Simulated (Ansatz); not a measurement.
# Structural relaxation of a frame of liquid (K,Li)2CO3 from 1100 K (108 atoms), part 2 of 2

Aim: bring a frame of liquid (K,Li)2CO3 from 1100 K (108 atoms) to a nearby minimum of the energy and see what moves.

Ansatz 0.2.0; Kohn-Sham DFT, PBE, PAW (set soft_2), plane waves.

The cell: 18 C, 54 O, 14 K and 22 Li. The network of bonds at the start is that of the classical potential that made the cell. Only the Γ point is sampled, in a cell whose shortest periodic width is 12 Å.

So far, density (g/cm³): step 4 (distances and neighbours after relaxation) 1.85.

## (5) Single point at the relaxed geometry

One more single point at the end of the walk gives the fuller output and checks the residual forces.

File input.yaml:

```yaml
crystal:
  lattice:
    - [11.69092, 0.0, 0.0]
    - [0.0, 11.69092, 0.0]
    - [0.0, 0.0, 11.69092]
  atoms:
    - { symbol: C, position: [0.38105, 0.15642, 0.04795] }
    - { symbol: O, position: [0.48832, 0.18681, 0.03876] }
    - { symbol: O, position: [0.34975, 0.05274, 0.02256] }
    - { symbol: O, position: [0.306, 0.22889, 0.0843] }
    - { symbol: C, position: [0.25662, 0.71514, 0.64614] }
    - { symbol: O, position: [0.20305, 0.66469, 0.73121] }
    - { symbol: O, position: [0.31832, 0.80528, 0.67194] }
    - { symbol: O, position: [0.24777, 0.67759, 0.54452] }
    - { symbol: C, position: [0.33157, 0.19294, 0.68541] }
    - { symbol: O, position: [0.42135, 0.25456, 0.70244] }
    - { symbol: O, position: [0.23008, 0.23588, 0.67513] }
    - { symbol: O, position: [0.34056, 0.08066, 0.67759] }
    - { symbol: C, position: [0.59691, 0.94945, 0.57027] }
    - { symbol: O, position: [0.5157, 0.94266, 0.49306] }
    - { symbol: O, position: [0.57149, 0.9245, 0.67526] }
    - { symbol: O, position: [0.69866, 0.98104, 0.5421] }
    - { symbol: C, position: [0.74321, 0.23411, 0.23177] }
    - { symbol: O, position: [0.82386, 0.28417, 0.289] }
    - { symbol: O, position: [0.74254, 0.24592, 0.11988] }
    - { symbol: O, position: [0.66677, 0.17057, 0.27981] }
    - { symbol: C, position: [0.60222, 0.93168, 0.0385] }
    - { symbol: O, position: [0.68191, 0.99577, 0.99953] }
    - { symbol: O, position: [0.56413, 0.94807, 0.14334] }
    - { symbol: O, position: [0.54995, 0.85451, 0.97693] }
    - { symbol: C, position: [0.05819, 0.05961, 0.21426] }
    - { symbol: O, position: [0.0876, 0.03436, 0.31722] }
    - { symbol: O, position: [0.03573, 0.16546, 0.18709] }
    - { symbol: O, position: [0.05393, 0.98158, 0.13501] }
    - { symbol: C, position: [0.12495, 0.44366, 0.04408] }
    - { symbol: O, position: [0.04362, 0.37834, 0.08265] }
    - { symbol: O, position: [0.11623, 0.49045, 0.9437] }
    - { symbol: O, position: [0.21365, 0.46211, 0.10813] }
    - { symbol: C, position: [0.30029, 0.80156, 0.25413] }
    - { symbol: O, position: [0.32508, 0.84501, 0.35321] }
    - { symbol: O, position: [0.29311, 0.86742, 0.16589] }
    - { symbol: O, position: [0.28226, 0.6918, 0.24668] }
    - { symbol: C, position: [0.98546, 0.93031, 0.66392] }
    - { symbol: O, position: [0.04964, 0.00772, 0.61571] }
    - { symbol: O, position: [0.89694, 0.96106, 0.72326] }
    - { symbol: O, position: [0.00873, 0.8229, 0.64894] }
    - { symbol: C, position: [0.30011, 0.37391, 0.33854] }
    - { symbol: O, position: [0.2946, 0.47002, 0.39548] }
    - { symbol: O, position: [0.39839, 0.3488, 0.29096] }
    - { symbol: O, position: [0.21315, 0.3077, 0.32895] }
    - { symbol: C, position: [0.85292, 0.74267, 0.24596] }
    - { symbol: O, position: [0.84671, 0.80371, 0.15274] }
    - { symbol: O, position: [0.95381, 0.72594, 0.29196] }
    - { symbol: O, position: [0.76081, 0.70204, 0.29115] }
    - { symbol: C, position: [0.16232, 0.76471, 0.98744] }
    - { symbol: O, position: [0.08409, 0.722, 0.05196] }
    - { symbol: O, position: [0.25642, 0.70875, 0.96553] }
    - { symbol: O, position: [0.14936, 0.86376, 0.93802] }
    - { symbol: C, position: [0.93849, 0.49767, 0.58273] }
    - { symbol: O, position: [0.98486, 0.44643, 0.49561] }
    - { symbol: O, position: [0.83508, 0.53759, 0.57568] }
    - { symbol: O, position: [0.99576, 0.51073, 0.67716] }
    - { symbol: C, position: [0.81986, 0.61867, 0.87359] }
    - { symbol: O, position: [0.83711, 0.53613, 0.94749] }
    - { symbol: O, position: [0.71958, 0.62794, 0.82776] }
    - { symbol: O, position: [0.90312, 0.68778, 0.84999] }
    - { symbol: C, position: [0.4656, 0.48902, 0.95761] }
    - { symbol: O, position: [0.40461, 0.5108, 0.86694] }
    - { symbol: O, position: [0.44046, 0.52781, 0.05763] }
    - { symbol: O, position: [0.55534, 0.42414, 0.94394] }
    - { symbol: C, position: [0.7023, 0.28633, 0.75296] }
    - { symbol: O, position: [0.73308, 0.28516, 0.85946] }
    - { symbol: O, position: [0.65014, 0.37876, 0.71466] }
    - { symbol: O, position: [0.72022, 0.20152, 0.68583] }
    - { symbol: C, position: [0.55294, 0.59258, 0.49256] }
    - { symbol: O, position: [0.58751, 0.6402, 0.58451] }
    - { symbol: O, position: [0.48553, 0.64437, 0.41992] }
    - { symbol: O, position: [0.58435, 0.4876, 0.46819] }
    - { symbol: K, position: [0.10107, 0.84665, 0.44209] }
    - { symbol: K, position: [0.32751, 0.07663, 0.30072] }
    - { symbol: K, position: [0.79469, 0.49592, 0.36175] }
    - { symbol: K, position: [0.65044, 0.67224, 0.08892] }
    - { symbol: K, position: [0.20152, 0.44948, 0.60501] }
    - { symbol: K, position: [0.5166, 0.72543, 0.7897] }
    [... 24 atom lines left out ...]
    - { symbol: Li, position: [0.17436, 0.08213, 0.66641] }
    - { symbol: Li, position: [0.63016, 0.28887, 0.00434] }
    - { symbol: Li, position: [0.02258, 0.67274, 0.72433] }
    - { symbol: Li, position: [0.92264, 0.27429, 0.14543] }
    - { symbol: Li, position: [0.29624, 0.61274, 0.0983] }
    - { symbol: Li, position: [0.48753, 0.38225, 0.77869] }
kpoints:
  mp_grid: { grid: [1, 1, 1] }
hamiltonian:
  xc: pbe
scf:
  occupations: { method: gaussian, width: 0.025 }
output:
  forces: true
  stress: true
  populations: true
  dos:
    method: { smearing: { sigma: 0.08 } }
    de: 0.1
    projected: { site_lists: { C: [C], K: [K], Li: [Li], O: [O] } }
  eigenvalues: true
  write_density: true
  write_potential: true
  volumetric_format: npy
```

Launch:

```bash
$ ansatz run input.yaml --threads 4 --pin off --max-ram 8192MiB --backend cpu --events-out ev --progress --plain --runs-dir out
```

It took 28 s on 4 threads of Arm Neoverse V1, shared host; peak memory 2.1 GiB; 1.8 min of CPU time.

The program notes that the exchange-correlation potential is rough where the density is thin.

Read from the output:

| Item | Value |
| --- | --- |
| free energy | -61252.4094 eV |
| free energy per atom | -567.1519 eV/atom |
| SCF cycles | 9 |
| pressure | -0.009015 GPa |
| r.m.s. force component | 0.00664 eV/Å |
| longest force | 0.03135 eV/Å |
| Fermi energy | 3.925 eV |
| gap (highest filled to lowest empty level) | 3.567 eV |
| spilling of the projection | 0.008672 |

Löwdin charges by element and coordination (they lack the spilled electrons, 0.047 e an atom on average):

```csv
element,coordination,atoms,mean charge (e),spread,least,most
C,all,18,0.654,0.0153,0.616,0.672
K,all,14,0.854,0.0106,0.842,0.877
K,5,4,0.858,0.0116,0.847,0.877
K,6,6,0.853,0.0106,0.842,0.868
K,7,2,0.858,0.0084,0.849,0.866
K,8,2,0.848,0.0026,0.845,0.850
Li,all,22,0.774,0.0117,0.756,0.804
Li,3,3,0.789,0.0106,0.779,0.804
Li,4,17,0.773,0.0096,0.756,0.789
Li,5,2,0.760,0,0.760,0.760
O,all,54,-0.661,0.0235,-0.710,-0.605
O,3,3,-0.654,0.0209,-0.683,-0.634
O,4,37,-0.659,0.0244,-0.710,-0.605
O,5,14,-0.666,0.0206,-0.705,-0.620
```

States in the cell by windows of 1 eV, zero at the Fermi level; the larger projections on atomic orbitals stand beside the total:

```csv
from (eV),to (eV),total,O p,C p,O s,K s
-10,-9,30.2,16.7,0.2,8.5,0.3
-9,-8,36.8,24.0,6.4,4.7,0.2
-8,-7,73.0,45.6,18.7,6.7,0.3
-7,-5,0.0,0.0,0.0,0.0,0.0
-5,-4,52.7,49.8,0.1,0.2,0.3
-4,-3,91.3,88.5,0.1,0.1,0.5
-3,-2,28.1,27.6,0.0,0.0,0.0
-2,-1,7.9,7.8,0.0,0.0,0.0
-1,1,0.0,0.0,0.0,0.0,0.0
1,2,2.0,0.0,0.0,0.3,1.0
2,3,9.4,1.2,1.7,0.5,3.5
3,4,45.8,12.6,15.3,1.1,5.7
4,5,27.4,2.0,1.6,1.3,5.5
```

The curve was stored every 0.100 eV, coarse against its broadening of 0.08 eV, so these counts are rough.

Between -26 and -10 eV lie 196 more states.

The stored curve holds about 516 of the 588 electrons; the rest, give or take the few that broadening carries across the Fermi level, lie in deeper levels below its range.

The levels nearest the highest filled one (over half full), pooled over k-points and spins:

```csv
level less the highest filled one (eV),occupation
-0.453,2
-0.249,2
-0.127,2
-0.110,2
-0.0602,2
0,2
3.57,0
4.31,0
4.41,0
4.62,0
4.73,0
4.79,0
```

Valence density in the ac plane at fractional y = 0.496, with atoms of O and C and K and Li within 0.2 Å of it. It is the smooth field of the valence electrons, not physical close to the nuclei.

Ten steps, logarithmic in the rise over the least value, from '0' (0.0 e/Å³) to '9' (6.6 e/Å³), each cell a mean:
```
147997421001356766542100136775311
247998521013567765543111246775311
124665311125898643322256324543210
011222100125898632111146311221100
100000000013465321000111100000001
321000000000122100000111000000123
763100110000000000001111000001357
985223443100000000001133111112479
864236775310000000001588423444578
532246776310000000111588446777776
532125664210000012333222236776676
642111222111000124787521123444567
642100123443110136899631122222356
321100136886311235787522456642234
122321247997426863443213688863111
246653235665327972111013688863100
367874212332112430000002467642001
257764100000000000000000123210000
124432111000000000000000000000000
001123443210001100000000000000000
011235776421123321000000000000000
112346887422357752100000000000000
123555665312478863110000001111000
124665432111357764321000123443100
```
Columns run along a (11.7 Å), rows up along c (11.7 Å). Atoms in or near the plane, at fractional coordinates: O at (0.12, 0.94), C at (0.94, 0.58), O at (0.00, 0.68), C at (0.47, 0.96), O at (0.40, 0.87), O at (0.58, 0.47), K at (0.79, 0.36), Li at (0.69, 0.62), Li at (0.46, 0.36).

Electrostatic potential energy in the ac plane at fractional y = 0.496, with atoms of O and C and K and Li within 0.2 Å of it. With pseudopotentials it is smooth inside the atoms' cores, unlike the true potential.

Ten even steps from '0' (-38 eV) to '9' (7 eV), each cell a mean:
```
995004999999970005899999997448999
995003899999851016899988897348999
999668998998200578999854689899999
999999998998301799999865789999999
999999999999878999999988899999999
999999999999999999999999999999999
479999999999999999999999999999984
039998778999999999999877899999940
269985335899999999998522699988531
799974114899999999998633687333001
799986557899999999999878997444102
599999889999999998535899999998764
799999999999999997000699999999986
999999997337998888424899754579999
998889995005985358999998400048999
874458998668974137999998300038999
841026899999987678999998742478998
863247999999999999999999888889999
987789999999999999999999999999999
999999999999999999999999999999999
999998436999999999999999999999999
998876214999974599999999999999999
998546778999940169999999999999999
998647899999972158999999999999999
```
Columns run along a (11.7 Å; values clipped at the 3rd and 97th percentile), rows up along c (11.7 Å). Atoms in or near the plane, at fractional coordinates: O at (0.12, 0.94), C at (0.94, 0.58), O at (0.00, 0.68), C at (0.47, 0.96), O at (0.40, 0.87), O at (0.58, 0.47), K at (0.79, 0.36), Li at (0.69, 0.62), Li at (0.46, 0.36).

Mean Löwdin charges: C +0.65, K +0.85, Li +0.77, O -0.66 e (they miss 0.87 % of the electrons, so they add up to more than the cell's charge). The largest share in the top eV of filled states is O p (100 % of the projected weight), and in the lowest eV of empty states K s (56 % of the projected weight).

A closer look about K84, one of the 14 K atoms: 10 atoms, nearest first, numbered in the order of the input, with positions taken from that point.

```csv
atom,x,y,z,distance (Å),bonds,Löwdin charge (e)
K84,0.00,0.00,0.00,0.00,5,0.86
O68,1.51,-0.50,2.20,2.71,4,-0.63
O20,0.88,-0.86,-2.55,2.83,4,-0.64
O72,-0.08,2.85,-0.34,2.87,5,-0.68
O67,0.69,1.58,2.54,3.07,5,-0.70
O10,-1.99,0.12,2.40,3.11,4,-0.64
C65,1.30,0.49,2.99,3.29,3,0.66
O16,1.26,-3.07,0.52,3.36,4,-0.64
O43,-2.25,1.22,-2.41,3.52,4,-0.67
C13,0.07,-3.44,0.85,3.55,3,0.65
```

The column of bonds counts only the pairs O-Li within 2.33 Å, O-C within 1.73 Å, O-K within 3.33 Å; other neighbours, such as metal atoms beside each other in a compound, aren't counted, and periodic images can show an atom twice.

## (6) Other settings

Changed here: hamiltonian.pseudopotentials.kind = "paw" and hamiltonian.pseudopotentials.source = "ansatz".

This step: Kohn-Sham DFT, PBE, PAW (ansatz set), plane waves (Ansatz 0.2.0).

File input.yaml:

```yaml
crystal:
  lattice:
    - [11.69092, 0.0, 0.0]
    - [0.0, 11.69092, 0.0]
    - [0.0, 0.0, 11.69092]
  atoms:
    [... the 108 atom lines of step 2 ...]
kpoints:
  mp_grid: { grid: [1, 1, 1] }
hamiltonian:
  xc: pbe
  pseudopotentials: { kind: paw, source: ansatz }
scf:
  occupations: { method: gaussian, width: 0.025 }
output:
  forces: true
  stress: true
  populations: intrinsic
  dos:
    method: { smearing: { sigma: 0.1 } }
    de: 0.1
    projected: { site_lists: { C: [C], K: [K], Li: [Li], O: [O] } }
  eigenvalues: true
```

Run time: 98 s. Hardware: 4 threads; peak memory 6.2 GiB; 6.4 min of CPU time.

Geometry and reference: those of the single point at the start.

Forces differ from those of the single point at the start by 11 meV/Å r.m.s., 0.41 % of their size; the pressure by +0.029 GPa. It took 3.6 times the reference's time (shared host, so rough).

## (7) Results

```json
{"energy change in the relaxation": "-248.4 meV/atom", "r.m.s. displacement": "0.845 Å", "largest displacement": "2.647 Å", "free energy per atom": "-567.1519 eV/atom", "pressure": "-0.009015 GPa", "r.m.s. force component": "0.00664 eV/Å", "gap (highest filled to lowest empty level)": "3.567 eV", "wall time of the 4 DFT runs": "13 min"}
```

What this shows: Relaxation lowers the energy by 248 meV/atom and moves atoms by 0.84 Å r.m.s.; the r.m.s. force component goes from 2.7 to 0.0066 eV/Å, the pressure goes from 6.7 to -0.0090 GPa, and the gap from 1.83 to 3.57 eV. By the final cutoffs 27 of 202 bonded pairs parted and 52 joined. From the first step to the last the energy fell by 26.825 eV, and the largest move was 2.65 Å (Li101). The O-Li bonds change most in mean length: from 2.082 Å (spread 0.140) to 1.991 Å (spread 0.077), and their number from 73 to 87. With the cutoffs above, all C atoms have 3, 43 % of K atoms have 6, 77 % of Li atoms have 4 and 69 % of O atoms have 4 bonded neighbours. The highest filled and lowest empty levels differ by 3.57 eV (at Γ alone); a semilocal functional tends to put such gaps too low. In a disordered cell it changes from sample to sample and from frame to frame.

Caveats: The network of bonds at the start is that of the classical potential that made the cell; in DFT 27 of its 202 bonded pairs passed out of the cutoffs and 52 came within them.

[Logs are printed without paths, hosts, clocks, repeated set-up lines and the standing remarks that a program may print on its own settings, such as how far it seeks lower states.]

[Hosts, paths, dates, database ids (printed as entryN), source tags and the programs' standing remarks are cut or masked in the printed files.]
